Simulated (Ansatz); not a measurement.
**WSe2 (P6_3/mmc): the PBE gap against the k mesh of the density**

How far can the k mesh of the density be lowered for the gap of WSe2 (P6_3/mmc)?

Program: Ansatz 0.2.0. Level of theory: DFT, PBE, plane waves, PAW. Results are calculated unless marked as measured.

Most raw output is cut from this account.

The database entry behind the starting cell differs from later determinations by our own check (a about 0.2 % long), so it need not match the best structure at ambient conditions.

## (1) The structure

Symmetry: P6_3/mmc, No. 194, hexagonal system. Conventional cell: a = 3.290 Å, b = 3.290 Å, c = 12.970 Å, α = 90.00°, β = 90.00°, γ = 120.00°. Nearest to W lie 6 Se at 2.53 Å. Se has 3 W at 2.53 Å nearest. Farther neighbours and most contacts between anions are not listed.

The cell and positions come from the Crystallography Open Database and are kept as given unless a step says otherwise. Spin-orbit coupling is left out unless a step names it. The default PAW set here is soft_2. Its files were made with PBE.

## (2) k mesh of the density: 3×3×1

input.yaml reads:

```yaml
crystal:
  lattice:
    - [3.29, 0.0, 0.0]
    - [-1.645, 2.8492235785, 0.0]
    - [0.0, 0.0, 12.97]
  atoms:
    - { symbol: W, position: [0.3333333333, 0.6666666667, 0.25] }
    - { symbol: W, position: [0.6666666667, 0.3333333333, 0.75] }
    - { symbol: Se, position: [0.3333333333, 0.6666666667, 0.621] }
    - { symbol: Se, position: [0.6666666667, 0.3333333333, 0.121] }
    - { symbol: Se, position: [0.3333333333, 0.6666666667, 0.879] }
    - { symbol: Se, position: [0.6666666667, 0.3333333333, 0.379] }
kpoints:
  mp_grid: { grid: [3, 3, 1] }
  band_path:
    path:
      - [0.0, 0.0, 0.0]
      - [0.5, 0.0, 0.0]
      - [0.33333333, 0.33333333, 0.0]
      - [0.0, 0.0, 0.5]
      - [0.5, 0.0, 0.5]
      - [0.33333333, 0.33333333, 0.5]
      - [0.1666666667, 0.1666666667, 0.0]
    npoints: 1
hamiltonian:
  xc: pbe
scf:
  occupations: { method: fixed }
  n_extra_bands: 6
output:
  eigenvalues: true
  forces: true
  stress: true
  write_density: true
  write_potential: true
  elf: true
  volumetric_format: npy
```

On the command line:

```bash
$ ansatz run input.yaml --threads 3 --pin off --max-ram 92160MiB --backend cuda --events-out ev --progress --plain --runs-dir out --devices 1 --max-vram 13GiB
```

The job ended after 11 s (1 × NVIDIA H100 80GB HBM3 (shared by 6 runs) with 3 threads of AMD EPYC 7R13 (Zen 3), shared host; peak memory 0.95 GiB; 3.3 s of CPU time).

This step gave:

- pressure: 3.890 GPa
- gap: 1.002 eV
- valence top at: Γ
- conduction bottom at: k = (0.167, 0.167, 0.000)
- least direct gap: 1.510 eV

The gap is indirect, with the least direct gap 0.51 eV higher.

## (3) k mesh of the density: 6×6×2

Edit input.yaml of step 2 so:

```diff
@@ -13,3 +13,3 @@
 kpoints:
-  mp_grid: { grid: [3, 3, 1] }
+  mp_grid: { grid: [6, 6, 2] }
   band_path:
```

The job ended after 17 s (1 × NVIDIA H100 80GB HBM3 (shared by 6 runs) with 3 threads; peak memory 0.94 GiB; 3.4 s of CPU time).

This step gave:

- pressure: 3.711 GPa
- gap: 0.9758 eV
- valence top at: Γ
- conduction bottom at: k = (0.167, 0.167, 0.000)
- least direct gap: 1.525 eV

The gap is 0.976 eV, −0.026 eV from the run before at this level.

## (4) k mesh of the density: 12×12×2 (the default)

input.yaml, the sections that differ from step 3:

```yaml
kpoints:
  mp_grid: { grid: [12, 12, 2] }
  band_path:
    path:
      - [[0.0, 0.0, 0.0], [0.5, 0.0, 0.0], [0.33333333, 0.33333333, 0.0], [0.0, 0.0, 0.0], [0.0, 0.0, 0.5], [0.5, 0.0, 0.5], [0.33333333, 0.33333333, 0.5], [0.0, 0.0, 0.5]]
      - [[0.5, 0.0, 0.5], [0.5, 0.0, 0.0]]
      - [[0.33333333, 0.33333333, 0.5], [0.33333333, 0.33333333, 0.0]]
    npoints: 10
scf:
  occupations: { method: fermi_dirac, width: 0.02 }
  n_extra_bands: 6
# crystal, hamiltonian, output: as in step 3
```

Run time: 14 s. Hardware: 1 × NVIDIA H100 80GB HBM3 (shared by 6 runs) with 3 threads; peak memory 1 GiB; 7.6 s of CPU time.

This step gave:

| Property | Result |
| --- | --- |
| pressure | 3.710 GPa |
| gap | 0.9743 eV |
| valence top at | Γ |
| conduction bottom at | k = (0.167, 0.167, 0.000) |
| least direct gap | 1.527 eV |

The gap is 0.974 eV, −0.001 eV from the run before at this level.

## (5) k mesh of the density: 12×12×4

input.yaml, the sections that differ from step 4:

```yaml
kpoints:
  mp_grid: { grid: [12, 12, 4] }
  band_path:
    path:
      - [0.0, 0.0, 0.0]
      - [0.5, 0.0, 0.0]
      - [0.33333333, 0.33333333, 0.0]
      - [0.0, 0.0, 0.5]
      - [0.5, 0.0, 0.5]
      - [0.33333333, 0.33333333, 0.5]
      - [0.1666666667, 0.1666666667, 0.0]
    npoints: 1
scf:
  occupations: { method: fixed }
  n_extra_bands: 6
# crystal, hamiltonian, output: as in step 4
```

It took 11 s on 1 × NVIDIA H100 80GB HBM3 (shared by 6 runs) with 3 threads; peak memory 1 GiB.

This step gave:

```yaml
pressure: 3.709 GPa
gap: 0.9744 eV
valence_top_at: Γ
conduction_bottom_at: k = (0.167, 0.167, 0.000)
least_direct_gap: 1.527 eV
```

The gap is 0.974 eV, as in the run before at this level.

## (6) The series

Differences are against the last row; a negative gap means that bands overlap, and a run with a band path holds that path's time. Times are wall times on 1 × NVIDIA H100 80GB HBM3 (shared by 6 runs) with 3 threads of AMD EPYC 7R13 (Zen 3), shared host. The host was busy with other work, so they are no guide to cost.

| k mesh of the density | gap (eV) | direct gap (eV) | gap error (eV) | energy error (meV/atom) | irreducible k | time |
| --- | --- | --- | --- | --- | --- | --- |
| 3×3×1 | 1.002 | 1.510 | +0.027 | +20.7 | 3 | 11 s |
| 6×6×2 | 0.976 | 1.525 | +0.001 | +0.5 | 14 | 17 s |
| 12×12×2 | 0.974 | 1.527 | +0.000 | +0.0 | 38 | 14 s |
| 12×12×4 | 0.974 | 1.527 | +0.000 | +0.0 | 57 | 11 s |

## (7) Results

```json
{
  "3×3×1": "1.002 eV",
  "6×6×2": "0.976 eV",
  "12×12×2": "0.974 eV",
  "12×12×4": "0.974 eV"
}
```

What this shows: The gap holds to 0.02 eV from 6×6×2 on. At 3×3×1 the gap is off by +0.027 eV and the energy by +21 meV/atom. The gap is read over the mesh and added points near the edges, so meshes differ mainly through the density and, for a hybrid, the exchange operator.

[Paths, hosts, dates, memory and timing lines, banners, echoed tables and standing remarks are left out of the program output.]

[Logs are printed without paths, hosts, clocks, repeated set-up lines and the standing remarks that a program may print on its own settings, such as how far it seeks lower states.]

[Runs of the session that timed out or met a known fault of the program may be left out.]

[Cells called generated may have been cut or substituted from an entry of the Crystallography Open Database or the Materials Project.]

[Hosts, paths, dates, database ids (printed as entryN), source tags and the programs' standing remarks are cut or masked in the printed files.]
